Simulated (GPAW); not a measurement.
# Optical response of Cr2AsSe, part 2 of 2

Aim: the dielectric function of Cr2AsSe, and the optical constants that follow from it.

GPAW 26.7.0; DFT, revPBE, plane-wave PAW (GPAW data sets), scalar-relativistic, RPA, optical limit.

So far. Step 2 (Ground state): There are states at the Fermi level within the smearing, so the occupations stay smeared and the carriers get a Drude term.

## (4) Dielectric function, RPA

Local fields let the induced charge screen the field inside the cell, which as a rule lowers ε, most along directions where the density is uneven.

This step: DFT, revPBE, plane-wave PAW (GPAW data sets), scalar-relativistic, RPA, optical limit (GPAW 26.7.0).

Input file df.py:

```python
from gpaw.response.df import DielectricFunction

df = DielectricFunction('full.gpw', frequencies={'type': 'nonlinear', 'domega0': 0.03, 'omega2': 8},
                        ecut=50,
                        eta=0.1,
                        nbands=49,
                        rate=0.1,
                        txt='df.txt')
for direction in ['x', 'z']:
    df.get_dielectric_function(xc='RPA', direction=direction, filename=f'df_{direction}.csv')
```

Command:

```bash
OMP_NUM_THREADS=1 python df.py
```

Numbers of over 12 decimals in the logs are rounded to 6 here.

Log:

```text
Using integrator: PointIntegrator
NonLinearFrequencyDescriptor(from 0.000 to 40.525 eV, 437 points)
Nonperiodic BCs:  [False False False]
Using integrator: PointIntegrator
NonLinearFrequencyDescriptor(from 0.000 to 40.525 eV, 437 points)
Nonperiodic BCs:  [False False False]
Using integrator: PointIntegrator

Calculating chi0 body with:
    Ground state adapter containing:
    Number of spins: 2
    Number of kpoints: 600
    Number of irreducible kpoints: 56
    Number of completely occupied states: 5
    Number of partially occupied states: 18

    Linear response parametrization:
    q_c: [0.0, 0.0, 0.0]
    Number of frequency points: 437
    Planewave cutoff: 50.0
    Number of bands: 49
    Number of planewaves: 67
    Broadening (eta): 0.1

Integrating chi0 body.

Symmetries of q_c:
    Direct symmetries (Uq -> q): 12
    Indirect symmetries (TUq -> q): 12
In total 24 allowed symmetries.

56 groups of equivalent kpoints. 90.666667% reduction.

Integral kind: spectral function

Calculating chi0 optical extensions with:
    Ground state adapter containing:
    Number of spins: 2
    Number of kpoints: 600
    Number of irreducible kpoints: 56
    Number of completely occupied states: 5
    Number of partially occupied states: 18

    Linear response parametrization:
    Number of frequency points: 437
    Planewave cutoff: 50.0
    Number of bands: 49
    Number of planewaves: 67
    Broadening (eta): 0.1
Integrating chi0 head and wings.

Symmetries of q_c:
    Direct symmetries (Uq -> q): 12
    Indirect symmetries (TUq -> q): 12
In total 24 allowed symmetries.

56 groups of equivalent kpoints. 90.666667% reduction.

Integral kind: spectral function wings

Calculating drude chi0 with:
    Number of frequency points:437
    Plasma frequency decay rate: 0.1 eV

    Ground state adapter containing:
    Number of spins: 2
    Number of kpoints: 600
    Number of irreducible kpoints: 56
    Number of completely occupied states: 5
    Number of partially occupied states: 18

Symmetries of q_c:
    Direct symmetries (Uq -> q): 12
    Indirect symmetries (TUq -> q): 12
In total 24 allowed symmetries.

56 groups of equivalent kpoints. 90.666667% reduction.

Integral kind: intraband
Plasma frequency:
[[2.12-0.j 0.  +0.j 0.  +0.j]
 [0.  +0.j 2.12-0.j 0.  +0.j]
 [0.  +0.j 0.  +0.j 3.24+0.j]]
```

Wall time 31 s (1 thread of Intel Xeon Platinum 8375C at 2.90GHz (Ice Lake), shared host); peak memory 0.38 GiB.

Some rows of df_x.csv (energy; Re and Im without local fields; Re and Im with them):

```text
0.000000, 536.630607, -0.000000, 535.811626, -0.000000
0.555532, 6.622664, 35.736082, 5.840461, 35.642997
1.143969, 5.046790, 15.592280, 4.226973, 15.600204
1.768324, 6.584941, 13.263760, 5.760359, 13.100899
2.431988, 5.324360, 11.149077, 4.297205, 10.881165
3.138794, 5.657161, 8.947179, 4.553929, 8.396030
3.893091, 3.380709, 10.593175, 2.609977, 9.778015
4.699832, 0.747328, 9.015820, 0.247096, 8.473480
5.564682, 0.026470, 6.537982, -0.429671, 5.968597
6.494155, 0.900215, 5.154416, 0.350631, 4.587954
7.495775, 1.057774, 5.192066, 0.509768, 4.452074
8.578281, 0.786719, 4.162509, 0.175802, 3.400268
9.751884, 1.274703, 3.953790, 0.468001, 2.878311
11.028587, 2.369033, 4.895728, 0.695551, 2.500493
12.422601, -3.965069, 5.143109, 1.153626, 3.340425
13.950874, -2.112943, 3.210364, 0.814062, 2.915270
15.633783, -1.883439, 1.615453, -0.726868, 3.467970
17.496047, -1.158232, 0.720872, -1.460330, 1.438457
19.567954, -0.605038, 0.322480, -0.785613, 0.504925
```

Sum at mesh points, not converged in k. Im ε against photon energy; read off at these points:

```tsv
photon energy (eV)	E ∥ x	E ∥ z
0.50	39.7	80.5
1.00	20.3	21.3
1.50	13.7	9.62
2.00	11.8	8.04
2.50	11.0	7.72
3.00	7.72	7.60
3.50	9.06	11.0
3.81	9.88	10.4
4.00	8.96	9.32
4.50	9.13	8.96
5.00	7.29	7.31
5.50	6.23	5.88
6.00	4.53	5.22
6.50	4.58	4.26
7.00	4.03	4.05
7.50	4.45	4.38
8.00	4.11	4.13
8.50	3.42	3.36
9.00	3.21	2.59
9.50	2.93	2.31
10.00	2.88	2.35
10.50	2.51	2.28
11.00	2.52	2.37
11.50	2.52	2.65
12.00	2.96	2.53
12.50	3.43	2.95
12.75	3.84	3.32
13.00	3.37	3.04
13.50	2.88	2.62
14.00	3.03	2.97
14.50	3.82	3.36
14.68	3.98	3.47
15.00	3.13	3.28
15.50	3.42	2.95
16.00	3.48	2.92
16.50	2.63	2.77
17.00	1.52	2.03
17.50	1.44	1.68
18.00	1.09	1.27
18.50	0.828	1.16
19.00	0.620	0.663
19.50	0.528	0.546
20.00	0.419	0.457
20.50	0.411	0.432
21.00	0.467	0.429
21.50	0.413	0.376
```

Values under 1 per cm are given as 1; sum at mesh points, not converged in k. Absorption coefficient against photon energy:

```tsv
photon energy (eV)	E ∥ x (1/cm)	E ∥ z (1/cm)
0.492	2.0e5	3.9e5
1.010	2.9e5	4.0e5
1.486	3.2e5	3.7e5
1.985	3.9e5	3.5e5
2.508	5.1e5	3.8e5
3.018	4.7e5	4.2e5
3.510	6.1e5	7.0e5
3.980	7.7e5	8.5e5
4.516	9.1e5	9.6e5
4.981	9.7e5	9.6e5
5.515	1.0e6	1.0e6
6.021	9.3e5	1.0e6
6.494	9.6e5	9.5e5
6.985	9.2e5	1.0e6
7.496	1.1e6	1.0e6
8.026	1.1e6	1.2e6
8.516	1.1e6	1.2e6
9.023	1.2e6	1.1e6
9.483	1.1e6	1.0e6
10.026	1.1e6	9.8e5
10.519	1.1e6	9.8e5
11.029	1.1e6	1.0e6
11.479	1.1e6	1.1e6
12.023	1.2e6	1.1e6
12.504	1.4e6	1.3e6
13.000	1.7e6	1.6e6
13.512	1.6e6	1.4e6
14.040	1.6e6	1.6e6
14.493	1.9e6	1.8e6
14.960	2.1e6	2.0e6
15.536	2.3e6	2.1e6
16.031	2.6e6	2.3e6
16.541	2.8e6	2.5e6
16.959	2.5e6	2.5e6
17.496	2.3e6	2.4e6
18.049	2.3e6	2.2e6
18.504	2.2e6	2.3e6
18.969	2.0e6	2.2e6
19.447	1.9e6	1.9e6
20.061	1.7e6	1.7e6
20.438	1.5e6	1.6e6
20.953	1.4e6	1.4e6
21.482	1.4e6	1.4e6
```

The Im ε, E ∥ x has structure finer than the step of the table below, so its rows give means over 0.5 eV, whole bins alone (the curve runs from 0.305 to 21.6 eV). Peaks (eV: height): without local fields 3.85: 10.7, 11.79: 9.99; with local fields 3.81: 9.88.

Sum at mesh points, not converged in k. Table of Im ε, E ∥ x by photon energy; means over each step:

```tsv
photon energy (eV)	without local fields	with local fields
1.0	19.4	19.4
1.5	13.8	13.7
2.0	12.4	12.3
2.5	10.9	10.6
3.0	8.73	8.35
3.5	9.60	8.96
4.0	10.1	9.27
4.5	9.46	8.85
5.0	7.95	7.36
5.5	6.73	6.16
6.0	5.13	4.65
6.5	5.04	4.49
7.0	4.73	4.10
7.5	5.14	4.39
8.0	4.85	4.09
8.5	4.32	3.55
9.0	3.97	3.16
9.5	3.81	2.89
10.0	3.94	2.83
10.5	3.94	2.59
11.0	4.91	2.55
11.5	7.40	2.55
12.0	8.24	2.97
12.5	4.64	3.46
13.0	3.01	3.44
13.5	2.80	2.85
14.0	3.03	2.99
14.5	2.21	3.76
15.0	1.75	3.34
15.5	1.69	3.43
16.0	1.36	3.40
16.5	0.959	2.61
17.0	0.709	1.56
17.5	0.712	1.39
18.0	0.589	1.09
18.5	0.471	0.818
19.0	0.391	0.630
19.5	0.333	0.533
20.0	0.297	0.429
20.5	0.302	0.412
21.0	0.289	0.453
```

Sum at mesh points, not converged in k. Table of loss function −Im 1/ε at q → 0 by energy loss; read off at these points:

```tsv
energy loss (eV)	E ∥ x	E ∥ z
1.0	0.0471	0.0403
2.0	0.0692	0.114
3.0	0.103	0.0843
4.0	0.106	0.107
5.0	0.137	0.137
6.0	0.220	0.190
7.0	0.241	0.247
8.0	0.243	0.238
9.0	0.312	0.376
10.0	0.338	0.405
10.4	0.375	0.398
11.0	0.371	0.372
12.0	0.293	0.337
13.0	0.297	0.327
14.0	0.309	0.332
15.0	0.311	0.304
16.0	0.252	0.319
17.0	0.271	0.301
18.0	0.339	0.411
19.0	0.483	0.372
20.0	0.731	0.757
21.0	1.37	1.36
```

The reflectivity at normal incidence has structure finer than the step of the table below, so its rows give means over 1 eV, whole bins alone (the curve runs from 0.305 to 21.6 eV). Peaks (eV: height): E ∥ x 4.7: 39.0, 12.9: 25.4, 16.9: 52.8, 18.7: 57.3; E ∥ z 0.5: 79.0, 3.9: 40.4, 8.0: 31.7, 19.1: 60.4.

Sum at mesh points, not converged in k. Reflectivity at normal incidence against photon energy; means over each step:

```tsv
photon energy (eV)	E ∥ x (%)	E ∥ z (%)
1	49.9	63.8
2	40.3	35.3
3	34.7	33.2
4	36.2	38.3
5	37.2	37.5
6	31.2	32.2
7	25.8	26.7
8	26.9	29.2
9	23.5	25.1
10	19.8	17.0
11	16.5	15.1
12	17.2	16.3
13	23.4	20.3
14	20.8	19.9
15	28.7	26.9
16	37.1	31.5
17	50.3	41.7
18	52.1	45.6
19	55.7	56.4
20	53.5	52.1
21	42.3	44.1
```

Optical constants at common wavelengths, from n + ik = √ε:

```tsv
wavelength (nm)	n x	k x	R (%) x	1/α x	n z	k z	R (%) z	1/α z
1064	3.19	2.381	45.1	36 nm	2.49	3.529	59.6	24 nm
800	3.22	2.085	41.9	31 nm	2.10	2.242	42.6	28 nm
633	3.04	1.947	39.5	26 nm	2.33	1.740	34.0	29 nm
450	2.50	1.886	36.7	19 nm	2.57	1.372	29.7	26 nm
365	2.64	1.636	33.7	18 nm	2.88	1.830	37.4	16 nm
308	2.36	1.852	35.9	13 nm	2.21	2.031	38.7	12 nm
193	1.59	1.452	27.9	11 nm	1.46	1.473	28.9	10 nm
```

In reflection the computed colour is grey: x = 0.319, y = 0.336, luminous reflectivity 36 %.

## (5) What came out

At this level (revPBE, RPA) Cr2AsSe is a metal. The mesh is too coarse to trust the carriers' weight, the reflectivity or the colour to better than tens of per cent. In reflection the computed colour is grey: x = 0.319, y = 0.336, luminous reflectivity 36 %. The carriers' damping of 0.1 eV is typed, not computed; it shapes the response at the lowest energies. The magnetic state comes from one start and need not be the lowest. The curves end at 22 eV, about where the summed bands run out. In this version of GPAW the matrix elements of the optical limit are incomplete, which can lower ε − 1 by up to a tenth where first-row anions or d states rule, and shift it by more in d metals. GPAW's carrier term has the form −ωp²/(ω + i·rate)², which damps like twice the rate and fails at low energy, so the curves leave the lowest energies out. The sum runs over mesh points 0.19 Å⁻¹ apart with no interpolation, so peaks are partly noise of the mesh, and the Drude plasma energy, a sum over the Fermi surface, isn't converged.

[Machine, clock and banner lines and Python warnings are left out of the logs.]

[Logs are printed without paths, hosts, clocks, repeated set-up lines and the standing remarks that a program may print on its own settings, such as how far it seeks lower states.]

[Hosts, paths, dates, database ids (printed as entryN), source tags and the programs' standing remarks are cut or masked in the printed files.]
